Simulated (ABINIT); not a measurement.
# Completion of the band sum in GW: CaO (Lime)

Aim: few bands, with and without a completion of the sum over empty states, for CaO (Lime).

Calculated with ABINIT 10.8.3; PBE and many-body steps on it, plane waves.

## (1) The starting structure

The structure is cubic, space group Fm-3m (No. 225). The conventional cell has a = 4.813 Å, b = 4.813 Å, c = 4.813 Å, α = 90.00°, β = 90.00°, γ = 90.00°. Ca has 6 O at 2.41 Å nearest. Nearest to O lie 6 Ca at 2.41 Å. Farther neighbours, and contacts between anions beyond the nearest, are not listed.

The cell and positions come from the Crystallography Open Database and are kept as given unless a step says otherwise.

## (2) Empty states on the mesh, 6×6×6 mesh, 251 bands

This step: ABINIT 10.8.3; DFT, PBE, plane waves, norm-conserving pseudopotentials.

The sums over transitions need many empty states on a uniform mesh; this step solves for them.

File run.abi:

```
acell 3*1.0 Angstrom
rprim 
  -0.000000000000 2.406500000000 2.406500000000
  2.406500000000 -0.000000000000 2.406500000000
  2.406500000000 2.406500000000 -0.000000000000
ntypat 2
znucl 20 8
natom 2
typat 1 2
xred 
  0.000000000000 0.000000000000 0.000000000000
  0.500000000000 0.500000000000 0.500000000000
pp_dirpath "pseudos"
pseudos "Ca.upf, O.upf"
ecut 36
ngkpt 6 6 6
nshiftk 1
shiftk 0 0 0
kptopt 1
chksymbreak 0
irdden 1
istwfk *1
nband 251
prtvol 0
optdriver 6
gwr_task "HDIAGO"
paral_kgb 0
occopt 1
indata_prefix "in"
outdata_prefix "out"
tmpdata_prefix "tmp"
```

On the command line:

```
$ OMP_NUM_THREADS=1 mpirun -n 8 abinit run.abi > log
```

Output:

```text
.Version 10.8.3 of ABINIT. v10.8.2 released Aug 2026.

 Symmetries : space group Fm -3 m (#225); Bravais cF (face-center cubic)
[... echo of the input left out ...]
== DATASET  1 ==================================================================
-   mpi_nproc: 8, omp_nthreads: 1 (-1 if OMP is not activated)

--- !DatasetInfo
iteration_state: {dtset: 1, }
dimensions: {natom: 2, nkpt: 16, mband: 251, nsppol: 1, nspinor: 1, nspden: 1, mpw: 1964, }
cutoff_energies: {ecut:  36.0, pawecutdg:  -1.0, }
[...]
Indirect band gap semiconductor
 Fundamental gap:     3.662 (eV)
   VBM:     5.064 (eV) at k: [ 0.0000E+00,  0.0000E+00,  0.0000E+00]
   CBM:     8.727 (eV) at k: [ 5.0000E-01,  5.0000E-01,  0.0000E+00]
 Direct gap:         4.037 (eV) at k: [ 5.0000E-01,  5.0000E-01,  0.0000E+00]

== END DATASET(S) ==============================================================
================================================================================

 -outvars: echo values of variables after computation  --------
           etotal      0.0000000000E+00
            nband         251
             nkpt          16
          spgroup         225
 [... the other variables as echoed above ...]

 Calculation completed.
```

The job ended after 34 s (8 MPI ranks of Arm Neoverse N1, shared host; peak memory 2.1 GiB).

Read from the output:

```
gap                                                           : 3.662 eV
k of the valence top                                          : 0, 0, 0
k of the conduction bottom                                    : 0.5, 0.5, 0
least direct gap                                              : 4.037 eV
k points computed                                             : 16
lowest point of the top converged band, above the valence top : 222.7660 eV
```

On this mesh the gap is 3.662 eV.

The density comes from a self-consistent run that is not shown.

## (3) Screening, 6×6×6 mesh, 243 bands, screening to 304.8 eV

The RPA dielectric matrix is built and inverted for each q.

This step: RPA screening on PBE, plane waves, norm-conserving pseudopotentials.

run.abi: that of step 2 with these lines changed.

```diff
@@ -20,10 +20,11 @@
 chksymbreak 0
-irdden 1
 istwfk *1
-nband 251
-prtvol 0
-optdriver 6
-gwr_task "HDIAGO"
-paral_kgb 0
 occopt 1
+irdwfk 1
+optdriver 3
+nband 243
+ecuteps 11.2
+inclvkb 2
+awtr 1
+symchi 1
 indata_prefix "in"
```

Output:

```text
.Version 10.8.3 of ABINIT. v10.8.2 released Aug 2026.

 Symmetries : space group Fm -3 m (#225); Bravais cF (face-center cubic)
[... echo of the input left out ...]
== DATASET  1 ==================================================================
-   mpi_nproc: 8, omp_nthreads: 1 (-1 if OMP is not activated)

--- !DatasetInfo
iteration_state: {dtset: 1, }
dimensions: {natom: 2, nkpt: 16, mband: 243, nsppol: 1, nspinor: 1, nspden: 1, mpw: 1964, }
cutoff_energies: {ecut:  36.0, pawecutdg:  -1.0, }
electrons: {nelect:   1.60000000E+01, charge:   0.00000000E+00, occopt:   1.00000000E+00, tsmear:   1.00000000E-02, }

 SCREENING: Calculation of the susceptibility and dielectric matrices

 Based on a program developped by R.W. Godby, V. Olevano, G. Onida, and L. Reining.
 Incorporated in ABINIT by V. Olevano, G.-M. Rignanese, and M. Torrent.
.Using double precision arithmetic ; gwpc =  8

[... cell and pseudopotentials left out ...]
--------------------------------------------------------------------------------

 ==== K-mesh for the wavefunctions ====
 Number of points in the irreducible wedge :    16
[... list of points left out ...]
 Together with 48 symmetry operations and time-reversal symmetry
 yields   216 points in the full Brillouin Zone.

 ==== Q-mesh for the screening function ====
 Number of points in the irreducible wedge :    16
[... list of points left out ...]
 Together with 48 symmetry operations and time-reversal symmetry
 yields   216 points in the full Brillouin Zone.

 setmesh: FFT mesh size selected  =    27x   27x   27
          total number of points  =        19683

 vcoul_init : cutoff-mode = AUXILIARY_FUNCTION
 q-points for optical limit:   1
     1)      0.000010    0.000020    0.000030

- screening: taking advantage of time-reversal symmetry
- Maximum band index for partially occupied states nbvw = 8
- Remaining bands to be divided among processors   nbcw = 235
- Number of bands treated by each node ~29

 Number of electrons calculated from density =   16.0000; Expected =   16.0000
 average of density, n =  0.085062
 r_s =    1.4106
 omega_plasma =   28.1335 [eV]

 calculating chi0 at frequencies [eV] :
  1    0.000000E+00    0.000000E+00
  2    0.000000E+00    2.813348E+01

--------------------------------------------------------------------------------
  q-point number  1        q = ( 0.000000, 0.000000, 0.000000) [r.l.u.]
--------------------------------------------------------------------------------
[... chi0 elements left out ...]
 For q-point:  0.000010 0.000020 0.000030
  dielectric constant =   3.5646
  dielectric constant without local fields =   3.9237

  Average fulfillment of the sum rule on Im[epsilon] for q-point    1 :     86.88  [%]
[... wings left out ...]
  q-point number  2        q = ( 0.166667, 0.000000, 0.000000) [r.l.u.]
--------------------------------------------------------------------------------
[... chi0 elements left out ...]
  Average fulfillment of the sum rule on Im[epsilon] for q-point    2 :     89.79  [%]

 [... 14 further q-points ...]
```

The job ended after 8.4 min (8 MPI ranks; peak memory 2.7 GiB).

This step gave:

```yaml
eps_infinity_with_local_fields_on_this_mesh: 3.565
eps_infinity_without_local_fields_on_this_mesh: 3.924
plasma_frequency: 28.13 eV
plane_waves_in_the_screening_matrix: 331
```

Local fields lower ε∞ by 9 %.

## (4) 243 bands

The self-energy is evaluated for the states that the input lists, and the quasiparticle equation is solved.

This step: G0W0 on PBE, plane waves, norm-conserving pseudopotentials.

run.abi: that of step 3 with these lines changed.

```diff
@@ -23,8 +23,17 @@
 irdwfk 1
-optdriver 3
+optdriver 4
 nband 243
+gwcalctyp 0
+ecutsigx 36
+symsigma 1
+nkptgw 2
+kptgw 
+  0.0000000000 0.0000000000 0.0000000000
+  0.5000000000 0.5000000000 0.0000000000
+bdgw 
+  6 12
+  7 10
 ecuteps 11.2
-inclvkb 2
-awtr 1
-symchi 1
+irdscr 1
+ppmodel 1
 indata_prefix "in"
```

Output:

```text
.Version 10.8.3 of ABINIT. v10.8.2 released Aug 2026.

 Symmetries : space group Fm -3 m (#225); Bravais cF (face-center cubic)
[... echo of the input left out ...]
== DATASET  1 ==================================================================
-   mpi_nproc: 8, omp_nthreads: 1 (-1 if OMP is not activated)

--- !DatasetInfo
iteration_state: {dtset: 1, }
dimensions: {natom: 2, nkpt: 16, mband: 243, nsppol: 1, nspinor: 1, nspden: 1, mpw: 1964, }
cutoff_energies: {ecut:  36.0, pawecutdg:  -1.0, }
electrons: {nelect:   1.60000000E+01, charge:   0.00000000E+00, occopt:   1.00000000E+00, tsmear:   1.00000000E-02, }

 SIGMA: Calculation of the GW corrections

 Based on a program developped by R.W. Godby, V. Olevano, G. Onida, and L. Reining.
 Incorporated in ABINIT by V. Olevano, G.-M. Rignanese, and M. Torrent.
.Using double precision arithmetic ; gwpc =  8

[... cell and pseudopotentials left out ...]
--------------------------------------------------------------------------------

 ==== K-mesh for the wavefunctions ====
 Number of points in the irreducible wedge :    16
[... list of points left out ...]
 Together with 48 symmetry operations and time-reversal symmetry
 yields   216 points in the full Brillouin Zone.

 ==== Q-mesh for screening function ====
 Number of points in the irreducible wedge :    16
[... list of points left out ...]
 Together with 48 symmetry operations and time-reversal symmetry
 yields   216 points in the full Brillouin Zone.

 vcoul_init : cutoff-mode = AUXILIARY_FUNCTION
 q-points for optical limit:   1
     1)      0.000010    0.000020    0.000030
 setmesh: FFT mesh size selected  =    36x   36x   36
          total number of points  =        46656

 Number of electrons calculated from density =   16.0000; Expected =   16.0000
 average of density, n =  0.085062
 r_s =    1.4106
 omega_plasma =   28.1335 [eV]

 === KS Band Gaps ===
  >>>> For spin  1
   Minimum direct gap =   4.0368 [eV], located at k-point      :   0.5000  0.5000  0.0000
   Fundamental gap    =   3.6624 [eV], Top of valence bands at :   0.0000  0.0000  0.0000
                                       Bottom of conduction at :   0.5000  0.5000  0.0000
 SIGMA fundamental parameters:
 PLASMON POLE MODEL  1
 number of plane-waves for SigmaX                 1917
 number of plane-waves for SigmaC and W            331
 number of plane-waves for wavefunctions          1917
 number of bands                                   243
 number of independent spin polarizations            1
 number of spinorial components                      1
 number of k-points in IBZ                          16
 number of q-points in IBZ                          16
 number of symmetry operations                      48
 number of k-points in BZ                          216
 number of q-points in BZ                          216
 number of frequencies for dSigma/dE                 9
 frequency step for dSigma/dE [eV]                0.25
 number of omega for Sigma on real axis              0
 max omega for Sigma on real axis  [eV]           0.00
 zcut for avoiding poles [eV]                     0.10

 EPSILON^-1 parameters (SCR file):
 dimension of the eps^-1 matrix on file            331
 dimension of the eps^-1 matrix used               331
 number of plane-waves for wavefunctions          1917
 number of bands                                   243
 number of q-points in IBZ                          16
 number of frequencies                               2
 number of real frequencies                          1
 number of imag frequencies                          1

 matrix elements of self-energy operator (all in [eV])

 Perturbative Calculation

--- !SelfEnergy_ee
iteration_state: {dtset: 1, }
kpoint     : [   0.000,    0.000,    0.000, ]
spin       : 1
KS_gap     :    4.714
QP_gap     :    6.290
Delta_QP_KS:    1.576
data: !SigmaeeData |
     Band     E0 <VxcDFT>   SigX SigC(E0)      Z dSigC/dE  Sig(E)    E-E0       E
        6   5.064 -19.387 -24.633   3.786   0.778  -0.285 -20.523  -1.136   3.928
        7   5.064 -19.387 -24.633   3.786   0.778  -0.285 -20.523  -1.136   3.928
        8   5.064 -19.387 -24.633   3.786   0.778  -0.285 -20.523  -1.136   3.928
        9   9.779 -10.893  -6.430  -3.941   0.843  -0.186 -10.453   0.440  10.219
       10  11.292 -13.900  -7.002  -4.868   0.841  -0.189 -12.193   1.707  12.999
       11  11.292 -13.900  -7.002  -4.868   0.841  -0.189 -12.193   1.707  12.999
       12  11.292 -13.900  -7.002  -4.868   0.841  -0.189 -12.193   1.707  12.999

--- !SelfEnergy_ee
iteration_state: {dtset: 1, }
kpoint     : [   0.500,    0.500,    0.000, ]
spin       : 1
KS_gap     :    4.037
QP_gap     :    6.360
Delta_QP_KS:    2.324
data: !SigmaeeData |
     Band     E0 <VxcDFT>   SigX SigC(E0)      Z dSigC/dE  Sig(E)    E-E0       E
        7   4.690 -18.916 -24.314   3.805   0.778  -0.286 -20.155  -1.240   3.450
        8   4.690 -18.916 -24.314   3.805   0.778  -0.286 -20.155  -1.240   3.450
        9   8.727 -11.430  -5.899  -4.255   0.850  -0.177 -10.346   1.084   9.811
       10  13.087 -16.112  -8.832  -5.007   0.832  -0.202 -14.221   1.891  14.978

== END DATASET(S) ==============================================================
================================================================================

 -outvars: echo values of variables after computation  --------
           etotal      0.0000000000E+00
            nband         243
             nkpt          16
          spgroup         225
 [... the other variables as echoed above ...]

 Calculation completed.
```

The job ended after 69 s (8 MPI ranks; peak memory 2.9 GiB).

This step gave:

```yaml
g0w0_gap_on_the_mesh: 5.883 eV
starting_gap_on_the_mesh: 3.662 eV
k_of_the_valence_top: 0, 0, 0
k_of_the_conduction_bottom: 0.5, 0.5, 0
z_at_the_valence_top: 0.778
z_at_the_conduction_bottom: 0.85
least_direct_g0w0_gap_on_the_computed_points: 6.291 eV
```

The gap on the mesh goes from 3.66 eV to 5.88 eV, a correction of +2.22 eV.

## (5) Screening, 6×6×6 mesh, 29 bands, screening to 304.8 eV

This step: RPA screening on PBE, plane waves, norm-conserving pseudopotentials.

run.abi: that of step 4 with these lines changed.

```diff
@@ -23,17 +23,8 @@
 irdwfk 1
-optdriver 4
-nband 243
-gwcalctyp 0
-ecutsigx 36
-symsigma 1
-nkptgw 2
-kptgw 
-  0.0000000000 0.0000000000 0.0000000000
-  0.5000000000 0.5000000000 0.0000000000
-bdgw 
-  6 12
-  7 10
+optdriver 3
+nband 29
 ecuteps 11.2
-irdscr 1
-ppmodel 1
+inclvkb 2
+awtr 1
+symchi 1
 indata_prefix "in"
```

Output:

```text
.Version 10.8.3 of ABINIT. v10.8.2 released Aug 2026.

 Symmetries : space group Fm -3 m (#225); Bravais cF (face-center cubic)
[... echo of the input left out ...]
== DATASET  1 ==================================================================
-   mpi_nproc: 8, omp_nthreads: 1 (-1 if OMP is not activated)

--- !DatasetInfo
iteration_state: {dtset: 1, }
dimensions: {natom: 2, nkpt: 16, mband: 29, nsppol: 1, nspinor: 1, nspden: 1, mpw: 1964, }
cutoff_energies: {ecut:  36.0, pawecutdg:  -1.0, }
electrons: {nelect:   1.60000000E+01, charge:   0.00000000E+00, occopt:   1.00000000E+00, tsmear:   1.00000000E-02, }

 SCREENING: Calculation of the susceptibility and dielectric matrices

 Based on a program developped by R.W. Godby, V. Olevano, G. Onida, and L. Reining.
 Incorporated in ABINIT by V. Olevano, G.-M. Rignanese, and M. Torrent.
.Using double precision arithmetic ; gwpc =  8

[... cell and pseudopotentials left out ...]
--------------------------------------------------------------------------------

 ==== K-mesh for the wavefunctions ====
 Number of points in the irreducible wedge :    16
[... list of points left out ...]
 Together with 48 symmetry operations and time-reversal symmetry
 yields   216 points in the full Brillouin Zone.

 ==== Q-mesh for the screening function ====
 Number of points in the irreducible wedge :    16
[... list of points left out ...]
 Together with 48 symmetry operations and time-reversal symmetry
 yields   216 points in the full Brillouin Zone.

 setmesh: FFT mesh size selected  =    27x   27x   27
          total number of points  =        19683

 vcoul_init : cutoff-mode = AUXILIARY_FUNCTION
 q-points for optical limit:   1
     1)      0.000010    0.000020    0.000030

- screening: taking advantage of time-reversal symmetry
- Maximum band index for partially occupied states nbvw = 8
- Remaining bands to be divided among processors   nbcw = 21
- Number of bands treated by each node ~2

 Number of electrons calculated from density =   16.0000; Expected =   16.0000
 average of density, n =  0.085062
 r_s =    1.4106
 omega_plasma =   28.1335 [eV]

 calculating chi0 at frequencies [eV] :
  1    0.000000E+00    0.000000E+00
  2    0.000000E+00    2.813348E+01

--------------------------------------------------------------------------------
  q-point number  1        q = ( 0.000000, 0.000000, 0.000000) [r.l.u.]
--------------------------------------------------------------------------------
[... chi0 elements left out ...]
 For q-point:  0.000010 0.000020 0.000030
  dielectric constant =   3.5417
  dielectric constant without local fields =   3.8930

  Average fulfillment of the sum rule on Im[epsilon] for q-point    1 :     34.40  [%]
[... wings left out ...]
  q-point number  2        q = ( 0.166667, 0.000000, 0.000000) [r.l.u.]
--------------------------------------------------------------------------------
[... chi0 elements left out ...]
  Average fulfillment of the sum rule on Im[epsilon] for q-point    2 :     63.38  [%]

 [... 14 further q-points ...]
```

Wall time 45 s (8 MPI ranks); peak memory 1.2 GiB; 6 min of CPU time.

This step gave:

```
ε∞ with local fields, on this mesh    : 3.542
ε∞ without local fields, on this mesh : 3.893
plasma frequency                      : 28.13 eV
plane waves in the screening matrix   : 331
```

(Continued in part 2 of 2.)

[Long decimals in the printed logs are rounded to 6 places.]

[Logs are printed without paths, hosts, clocks, repeated set-up lines and the standing remarks that a program may print on its own settings, such as how far it seeks lower states.]

[Paths, hosts, dates, memory and timing lines, banners, echoed tables and standing remarks are left out of the program output; an Ansatz launch command may be rebuilt from the run's recorded settings. Measured values are a selection of at most five: reports struck by readers or far from the other reports are left out. None is set beside runs whose start may be inverted or whose files or cutoffs have a known fault.]

[Runs of the session that timed out or met a known fault of the program may be left out.]

[Hosts, paths, dates, database ids (printed as entryN), source tags and the programs' standing remarks are cut or masked in the printed files.]

[G0W0 gaps are taken among the corrected bands and points alone; a level outside them can change the order at an edge.]

[Where Ansatz stands beside ABINIT at settings called matched, ABINIT's density can come from a denser mesh and the files from another edition; pairs whose starting gaps differed by over 0.03 eV were left out, so agreement reads better than it is.]
